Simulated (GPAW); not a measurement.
# A 8-layer slab of Sr(100): simulated STM images

Aim: Tersoff-Hamann images of a 8-layer slab of Sr(100) at several biases.

Calculated with GPAW 26.7.0; GPAW, PAW setups; slab in vacuum, relaxation, in the first sound run; inputs show where later runs differ.

### Step 1. The structure

The cell holds 8 atoms: 8 Sr. Cell: a = 4.299 Å, b = 4.299 Å, c = 35.280 Å, α = 90.0°, β = 90.0°, γ = 90.0°. Vacuum lies along c.

Structure file:

```
Sr
1.0
     4.29921    0.00000    0.00000
     0.00000    4.29921    0.00000
     0.00000    0.00000   35.28000
Sr
8
Direct
  0.50000 0.50000 0.19841
  0.00000 0.00000 0.28458
  0.50000 0.50000 0.37075
  0.00000 0.00000 0.45692
  0.50000 0.50000 0.54308
  0.00000 0.00000 0.62925
  0.50000 0.50000 0.71542
  0.00000 0.00000 0.80159
```

### Step 2. Relaxation

The atoms are relaxed first, since the surface dipole, and with it the work function, follows the positions of the outer layers. The lowest 4 atoms are held at bulk positions and keep their forces.

run.py

```python
import json
import numpy as np
from ase import Atoms
from ase.constraints import FixAtoms
from ase.optimize import BFGS
from gpaw import GPAW, PW

slab = Atoms(
    ['Sr', 'Sr', 'Sr', 'Sr', 'Sr', 'Sr', 'Sr', 'Sr'],
    positions=[
        [2.14960, 2.14960, 7.00000],
        [0.00000, 0.00000, 10.04000],
        [2.14960, 2.14960, 13.08000],
        [0.00000, 0.00000, 16.12000],
        [2.14960, 2.14960, 19.16000],
        [0.00000, 0.00000, 22.20000],
        [2.14960, 2.14960, 25.24000],
        [0.00000, 0.00000, 28.28000]],
    cell=[[4.29921, 0.0, 0.0], [0.0, 4.29921, 0.0], [0.0, 0.0, 35.28]],
    pbc=[True, True, False])

slab.calc = GPAW(mode=PW(400), xc='PBE', kpts={'size': (7, 7, 1), 'gamma': True},
                 occupations={'name': 'fermi-dirac', 'width': 0.1}, nbands='160%',
                 convergence={'density': 1e-05}, maxiter=200,
                 poissonsolver={'dipolelayer': 'xy'},
                 symmetry={'tolerance': 1e-3, 'extra_ids': [1, 1, 1, 1, 0, 0, 0, 0]}, txt='slab.txt')
result = {}
slab.set_constraint(FixAtoms([0, 1, 2, 3]))
path = []
opt = BFGS(slab, maxstep=0.2)
opt.attach(lambda: path.append((slab.get_potential_energy(), slab.positions.tolist(), slab.get_forces().tolist())))
result['relaxed'] = bool(opt.run(fmax=0.03, steps=40))
result['path'] = path
energy = slab.get_potential_energy()
fermi = slab.calc.get_fermi_level()
v = slab.calc.get_electrostatic_potential().mean((0, 1)) - fermi
n = slab.calc.get_pseudo_density().mean((0, 1))
L = slab.cell[2, 2]
z = np.arange(len(v)) * L / len(v)
low, high = slab.positions[:, 2].min(), slab.positions[:, 2].max()
below, above = np.interp([low - 4.8, high + 4.8], z, v)
slopes = [np.interp(x, z, np.gradient(v, z)) for x in (low - 4.8, high + 4.8)]
eps = np.array([[slab.calc.get_eigenvalues(k, s) for k in range(len(slab.calc.get_ibz_k_points()))]
                for s in range(slab.calc.get_number_of_spins())]) - fermi
top, bottom = eps[eps < 0].max(), eps[eps > 0].min()
dipole = slab.get_dipole_moment()[2]
print(f'energy {energy:.4f} eV, Fermi level {fermi:.4f} eV, dipole {dipole:.5f} e A')
print(f'potential 4.8 A off the faces, from the Fermi level: lower {below:.4f} eV, upper {above:.4f} eV')
print(f'slope of the potential there: lower {slopes[0]:.5f}, upper {slopes[1]:.5f} eV/A')
print(f'nearest levels on the mesh: {top:.4f} and {bottom:.4f} eV')
print('magnetic moment', round(slab.get_magnetic_moment(), 3))
result.update(energy=energy, fermi=fermi, dipole=dipole, below=below, above=above, slopes=slopes, edges=[top, bottom],
              z=z.tolist(), v=v.tolist(), n=n.tolist(), positions=slab.positions.tolist(),
              forces=slab.get_forces(apply_constraint=False).tolist(), moments=slab.get_magnetic_moments().tolist())
json.dump(result, open('result.json', 'w'))
```

Run with:

```
$ OMP_NUM_THREADS=1 OPENBLAS_NUM_THREADS=1 python run.py
```

The program printed:

```text
Step          Energy          fmax
BFGS:    0      -12.708179        0.074867
BFGS:    1      -12.708308        0.072748
BFGS:    2      -12.710576        0.024267
energy -12.5400 eV, Fermi level 1.6421 eV, dipole 0.00083 e A
potential 4.8 A off the faces, from the Fermi level: lower 2.5486 eV, upper 2.5403 eV
slope of the potential there: lower -0.00804, upper 0.00806 eV/A
nearest levels on the mesh: -0.0157 and 0.0203 eV
magnetic moment 0.0
```

It took 6.6 min on 1 thread of AMD EPYC 7R13 (Zen 3), shared host; peak memory 0.44 GiB.

Step by step:

| step | energy less that of the first step (eV) | largest force (eV/Å) |
| --- | --- | --- |
| 1 | 0.0000 | 0.0749 |
| 2 | -0.0001 | 0.0727 |
| 3 | -0.0025 | 0.0243 |

The atoms that moved most (Å):

| atom | dx | dy | dz | length |
| --- | --- | --- | --- | --- |
| Sr8 | 0.000 | 0.000 | -0.035 | 0.035 |
| Sr7 | 0.000 | 0.000 | 0.027 | 0.027 |

The relaxed structure:

```cif
data_structure
_symmetry_space_group_name_H-M 'P 1'
_symmetry_Int_Tables_number 1
_cell_length_a 4.2992
_cell_length_b 4.2992
_cell_length_c 35.2800
_cell_angle_alpha 90.000
_cell_angle_beta 90.000
_cell_angle_gamma 90.000
_cell_volume 652.09
loop_
_atom_site_label
_atom_site_type_symbol
_atom_site_fract_x
_atom_site_fract_y
_atom_site_fract_z
_atom_site_occupancy
Sr1 Sr 0.50000 0.50000 0.19841 1
Sr2 Sr 0.00000 0.00000 0.28458 1
Sr3 Sr 0.50000 0.50000 0.37075 1
Sr4 Sr 0.00000 0.00000 0.45692 1
Sr5 Sr 0.50000 0.50000 0.54304 1
Sr6 Sr 0.00000 0.00000 0.62928 1
Sr7 Sr 0.50000 0.50000 0.71619 1
Sr8 Sr 0.00000 0.00000 0.80061 1
```

This step gave:

```yaml
dipole_along_the_normal: 8.31e-4 e·Å
levels_nearest_the_fermi_level_on_the_mesh: -0.01571, 0.02032 eV from the Fermi level
upper_work_function: 2.540 eV
lower_work_function: 2.549 eV
```

The electrostatic potential energy of an electron (without an applied field's), less the Fermi level, planar mean oscillates, so the rows of the table below give means over windows of 3.04 Å about each position, cut where the curve ends. Its maxima inside the range that stand out by 2 % of the span (Å: eV): 8.5: 0.817, 11.6: 0.750, 14.6: 0.747, 17.6: 0.750, 20.7: 0.755, 23.7: 0.807, 26.8: 0.673. Its minima: 7.0: -10.7, 10.1: -10.4, 13.1: -10.4, 16.1: -10.4, 19.1: -10.4, 22.2: -10.4, 25.3: -10.4, 28.2: -10.8.

The electrostatic potential energy of an electron (without an applied field's), less the Fermi level, planar mean by z; means over each step:

| z (Å) | electrostatic potential energy of an electron (without an applied field's), less the Fermi level, planar mean (eV) |
| --- | --- |
| 1.52 | 2.55 |
| 4.56 | 1.78 |
| 7.60 | -3.58 |
| 10.64 | -3.40 |
| 13.68 | -3.42 |
| 16.72 | -3.41 |
| 19.76 | -3.42 |
| 22.80 | -3.40 |
| 25.84 | -3.44 |
| 28.88 | -3.31 |
| 31.92 | 2.45 |
| 34.96 | 2.54 |

The pseudo valence density, planar mean oscillates, so the rows of the table below give means over windows of 3.15 Å about each position, cut where the curve ends. Its maxima inside the range that stand out by 2 % of the span (Å: e/Å³): 6.9: 0.416, 10.1: 0.420, 13.0: 0.418, 16.2: 0.419, 19.1: 0.419, 22.3: 0.418, 25.2: 0.417, 28.4: 0.409. Its minima: 8.6: 0.0469, 11.6: 0.0446, 14.7: 0.0455, 17.6: 0.0449, 20.6: 0.0455, 23.7: 0.0438, 26.7: 0.0490.

Table of pseudo valence density, planar mean by z; means over each step:

z (Å), pseudo valence density, planar mean (e/Å³) and a bar:
```
     1.57      0.000 
     4.72      0.019 ###
     7.87      0.178 ###########################
    11.02      0.179 ############################
    14.17      0.181 ############################
    17.32      0.183 ############################
    20.47      0.184 ############################
    23.62      0.182 ############################
    26.77      0.195 ##############################
    29.92      0.072 ###########
    33.07      0.000
```

The relaxation lowered the energy of the cell by 0.00254 eV (energies extrapolated to zero smearing; the optimiser's log prints free energies). The largest force left on a free atom is 0.024 eV/Å.

### Step 3. The slab's potential

The work function is the vacuum plateau of the electrostatic potential less the Fermi level; a dipole layer lets the two faces have plateaus of their own.

This step: GPAW, PAW setups; slab in vacuum (GPAW 26.7.0).

run.py: that of step 2 with these lines changed.

```diff
@@ -3,4 +3,3 @@
 from ase import Atoms
-from ase.constraints import FixAtoms
-from ase.optimize import BFGS
+from ase.dft.stm import STM
 from gpaw import GPAW, PW
@@ -14,6 +13,6 @@
         [0.00000, 0.00000, 16.12000],
-        [2.14960, 2.14960, 19.16000],
-        [0.00000, 0.00000, 22.20000],
-        [2.14960, 2.14960, 25.24000],
-        [0.00000, 0.00000, 28.28000]],
+        [2.14960, 2.14960, 19.15847],
+        [0.00000, 0.00000, 22.20112],
+        [2.14960, 2.14960, 25.26705],
+        [0.00000, -0.00000, 28.24546]],
     cell=[[4.29921, 0.0, 0.0], [0.0, 4.29921, 0.0], [0.0, 0.0, 35.28]],
@@ -25,10 +24,4 @@
                  poissonsolver={'dipolelayer': 'xy'},
-                 symmetry={'tolerance': 1e-3, 'extra_ids': [1, 1, 1, 1, 0, 0, 0, 0]}, txt='slab.txt')
+                 symmetry={'tolerance': 1e-3}, txt='slab.txt')
 result = {}
-slab.set_constraint(FixAtoms([0, 1, 2, 3]))
-path = []
-opt = BFGS(slab, maxstep=0.2)
-opt.attach(lambda: path.append((slab.get_potential_energy(), slab.positions.tolist(), slab.get_forces().tolist())))
-result['relaxed'] = bool(opt.run(fmax=0.03, steps=40))
-result['path'] = path
 energy = slab.get_potential_energy()
@@ -54,2 +47,16 @@
               forces=slab.get_forces(apply_constraint=False).tolist(), moments=slab.get_magnetic_moments().tolist())
+
+# Images need the states of the whole zone, up to time reversal
+slab.calc = slab.calc.fixed_density(symmetry={'point_group': False}, txt='states.txt',
+                                    convergence={'bands': 'CBM+1.3'})
+stm = STM(slab)
+result['stm'] = []
+for bias in [-1.0, 1.0]:
+    height = high + 4.0
+    current = stm.get_averaged_current(bias, height)
+    x, y, h = stm.scan(bias, current)
+    i, f = divmod(height / L * stm.ldos.shape[2], 1)
+    I = abs((1 - f) * stm.ldos[:, :, int(i)] + f * stm.ldos[:, :, int(i) + 1])
+    print(f'bias {bias} V: mean current at 4.0 A {current:.4e}, corrugation {np.ptp(h):.4f} A')
+    result['stm'].append(dict(bias=bias, current=current, h=(h - high).tolist(), I=I.tolist()))
 json.dump(result, open('result.json', 'w'))
```

The program printed:

```text
energy -12.5400 eV, Fermi level 1.6421 eV, dipole 0.00084 e A
potential 4.8 A off the faces, from the Fermi level: lower 2.5485 eV, upper 2.5404 eV
slope of the potential there: lower -0.00804, upper 0.00806 eV/A
nearest levels on the mesh: -0.0157 and 0.0203 eV
magnetic moment 0.0
bias -1.0 V: mean current at 4.0 A 1.1478e-04, corrugation 0.1002 A
bias 1.0 V: mean current at 4.0 A 1.0892e-03, corrugation 0.0132 A
```

Elapsed: 7.4 min, on 1 thread; peak memory 0.87 GiB.

Numbers from this step:

```yaml
dipole_along_the_normal: 8.43e-4 e·Å
corrugation_minus_1: 0.1002 Å
corrugation_1: 0.01316 Å
```

The electrostatic potential energy of an electron (without an applied field's), less the Fermi level, planar mean oscillates, so the rows of the table below give means over windows of 3.04 Å about each position, cut where the curve ends. Its maxima inside the range that stand out by 2 % of the span (Å: eV): 8.5: 0.817, 11.6: 0.750, 14.6: 0.747, 17.6: 0.750, 20.7: 0.755, 23.7: 0.807, 26.8: 0.673. Its minima: 7.0: -10.7, 10.1: -10.4, 13.1: -10.4, 16.1: -10.4, 19.1: -10.4, 22.2: -10.4, 25.3: -10.4, 28.2: -10.8.

Electrostatic potential energy of an electron (without an applied field's), less the Fermi level, planar mean against z; means over each step:

(Unchanged from step 2.)

The pseudo valence density, planar mean oscillates, so the rows of the table below give means over windows of 3.15 Å about each position, cut where the curve ends. Its maxima inside the range that stand out by 2 % of the span (Å: e/Å³): 6.9: 0.416, 10.1: 0.420, 13.0: 0.418, 16.2: 0.419, 19.1: 0.419, 22.3: 0.418, 25.2: 0.417, 28.4: 0.409. Its minima: 8.6: 0.0469, 11.6: 0.0446, 14.7: 0.0455, 17.6: 0.0449, 20.6: 0.0455, 23.7: 0.0438, 26.7: 0.0490.

Table of pseudo valence density, planar mean by z; means over each step:

z (Å), pseudo valence density, planar mean (e/Å³) and a bar:
```
     1.57      0.000 
     4.72      0.019 ###
     7.87      0.178 ###########################
    11.02      0.179 ############################
    14.17      0.181 ############################
    17.32      0.183 ############################
    20.47      0.184 ############################
    23.62      0.182 ############################
    26.77      0.195 ##############################
    29.92      0.072 ###########
    33.07      0.000
```

Tip height over the top atom over a1 and a2. Sample bias -1 V, constant current at the mean current 4.0 Å over the top atom.

Ten even steps from '0' (3.95 Å) to '9' (4.05 Å):
```
99988766544456678899
99987765544455677899
98877655443445567788
88776654333334566778
77766543322233456677
66655433211123345566
66554332111112334556
55543321100011233455
54443211000001123444
44433211000001123344
54443211000001123444
55543321100011233455
66554332111112334556
66655433211123345566
77766543322233456677
88776654333334566778
98877655443445567788
99987765544455677899
99988766544456678899
99998766554556678999
```
Columns: a1 from 0 to 0.95; rows upwards: a2 from 0 to 0.95.

Local density of states summed over the bias window over a1 and a2. Sample bias -1 V, constant height 4.0 Å over the top atom.

Values in units of 1e-4 arbitrary, 12 rows by 16 columns, each cell a mean:
```
1.2 1.2 1.2 1.2 1.2 1.2 1.2 1.1 1.1 1.1 1.2 1.2 1.2 1.2 1.2 1.2
1.2 1.2 1.2 1.2 1.2 1.2 1.1 1.1 1.1 1.1 1.1 1.2 1.2 1.2 1.2 1.2
1.2 1.2 1.2 1.2 1.2 1.1 1.1 1.1 1.1 1.1 1.1 1.1 1.2 1.2 1.2 1.2
1.2 1.2 1.2 1.1 1.1 1.1 1.1 1.1 1.1 1.1 1.1 1.1 1.1 1.1 1.2 1.2
1.2 1.1 1.1 1.1 1.1 1.1 1.1 1.1 1.1 1.1 1.1 1.1 1.1 1.1 1.1 1.2
1.1 1.1 1.1 1.1 1.1 1.1 1.1 1.1 1.1 1.1 1.1 1.1 1.1 1.1 1.1 1.1
1.1 1.1 1.1 1.1 1.1 1.1 1.1 1.1 1.1 1.1 1.1 1.1 1.1 1.1 1.1 1.1
1.2 1.2 1.2 1.1 1.1 1.1 1.1 1.1 1.1 1.1 1.1 1.1 1.1 1.1 1.2 1.2
1.2 1.2 1.2 1.2 1.1 1.1 1.1 1.1 1.1 1.1 1.1 1.1 1.1 1.2 1.2 1.2
1.2 1.2 1.2 1.2 1.2 1.1 1.1 1.1 1.1 1.1 1.1 1.2 1.2 1.2 1.2 1.2
1.2 1.2 1.2 1.2 1.2 1.2 1.1 1.1 1.1 1.1 1.2 1.2 1.2 1.2 1.2 1.2
1.3 1.2 1.2 1.2 1.2 1.2 1.2 1.1 1.1 1.1 1.2 1.2 1.2 1.2 1.2 1.2
```
Columns: a1 from 0 to 0.95; rows upwards: a2 from 0 to 0.95.

Tip height over the top atom over a1 and a2. Sample bias 1 V, constant current at the mean current 4.0 Å over the top atom.

Values in Å, 12 rows by 16 columns, each cell a mean:
```
3.992 3.993 3.995 3.997 3.999 4.001 4.003 4.004 4.005 4.004 4.003 4.001 3.999 3.997 3.994 3.993
3.995 3.995 3.997 3.998 3.999 4.001 4.002 4.003 4.004 4.003 4.002 4.001 3.999 3.998 3.996 3.995
3.998 3.998 3.999 3.999 4.000 4.001 4.001 4.001 4.002 4.001 4.001 4.001 4.000 3.999 3.999 3.998
4.001 4.001 4.001 4.000 4.001 4.000 4.000 4.000 4.000 4.000 4.000 4.000 4.001 4.001 4.001 4.001
4.004 4.003 4.003 4.002 4.001 4.000 3.999 3.998 3.998 3.998 3.999 4.000 4.001 4.002 4.003 4.004
4.005 4.005 4.004 4.003 4.001 4.000 3.998 3.998 3.997 3.998 3.999 4.000 4.001 4.003 4.004 4.005
4.005 4.004 4.003 4.002 4.001 4.000 3.999 3.998 3.998 3.998 3.999 4.000 4.001 4.002 4.003 4.004
4.002 4.002 4.002 4.001 4.001 4.000 3.999 3.999 3.999 3.999 4.000 4.000 4.001 4.001 4.002 4.002
4.000 4.000 4.000 4.000 4.001 4.001 4.001 4.001 4.001 4.001 4.001 4.001 4.000 4.000 4.000 4.000
3.996 3.997 3.997 3.998 4.000 4.001 4.002 4.002 4.003 4.002 4.002 4.000 3.999 3.998 3.997 3.996
3.993 3.994 3.995 3.997 3.999 4.001 4.003 4.004 4.005 4.004 4.002 4.001 3.999 3.997 3.995 3.993
3.992 3.992 3.994 3.997 3.999 4.001 4.003 4.005 4.005 4.005 4.003 4.001 3.999 3.996 3.994 3.992
```
Columns: a1 from 0 to 0.95; rows upwards: a2 from 0 to 0.95.

Local density of states summed over the bias window over a1 and a2. Sample bias 1 V, constant height 4.0 Å over the top atom.

Ten even steps from '0' (1.08 × 1e-3 arbitrary) to '9' (1.10 × 1e-3 arbitrary):
```
00123568899988653210
01124567899987654211
22235567889887655322
33455667778777665543
55556666777776666555
66666666666666666666
88777666555556667778
88887765555555677888
99987765544455677899
99998765543455678999
99987765544455677899
88887765555555677888
88777666555556667778
66666666666666666666
55556666777776666555
33455667778777665543
22235567889887655322
01124567899987654211
00123568899988653210
00023568899988653200
```
Columns: a1 from 0 to 0.95; rows upwards: a2 from 0 to 0.95.

Force by atom:

| atom | x (eV/Å) | y (eV/Å) | z (eV/Å) | size |
| --- | --- | --- | --- | --- |
| Sr1 | 0.0000 | 0.0000 | 0.0748 | 0.0748 |
| Sr2 | 0.0000 | 0.0000 | -0.0592 | 0.0592 |
| Sr3 | 0.0000 | 0.0000 | -0.0019 | 0.0019 |
| Sr4 | 0.0000 | 0.0000 | 0.0024 | 0.0024 |
| Sr5 | 0.0000 | 0.0000 | -0.0017 | 0.0017 |
| Sr6 | 0.0000 | 0.0000 | 0.0212 | 0.0212 |
| Sr7 | 0.0000 | 0.0000 | -0.0114 | 0.0114 |
| Sr8 | 0.0000 | 0.0000 | -0.0243 | 0.0243 |

The potential is flat to 0.008 eV/Å where it is read, so the vacuum is wide enough.

### Step 4. Summary of results

- work function, upper and lower face: 2.540 and 2.549 eV
- dipole along the normal: 8.4e-4 e Å
- corrugation at -1 V: 0.100 Å
- corrugation at 1 V: 0.0132 Å

What this shows: The corrugation at constant current is largest at -1 V, where the tip height varies by 0.10 Å over the cell. Negative sample bias images filled states, positive bias empty ones. The measured value for polycrystalline Sr, which weights the faces of low work function, is 2.59 eV (as compiled in "Anisotropic work function of elemental crystals", 2019, arxiv:1902.07811); the relaxed upper face lies 0.050 eV under it with PBE. Measured work functions scatter by a tenth of an eV or more between methods. The images are of Tersoff-Hamann type: an s-wave tip, no tip-sample forces, heights closer than in a microscope. The small printed dipole stands for a step of -8.3 meV from the lower to the upper face, and the probes find -8.1 meV; values this small are near the numerical noise of both. The in-plane lattice was kept as typed, which isn't the functional's own and leaves some strain; spin-orbit coupling and temperature are left out.

[Logs are printed without paths, hosts, clocks, repeated set-up lines and the standing remarks that a program may print on its own settings, such as how far it seeks lower states.]

[Hosts, paths, dates, database ids (printed as entryN), source tags and the programs' standing remarks are cut or masked in the printed files.]
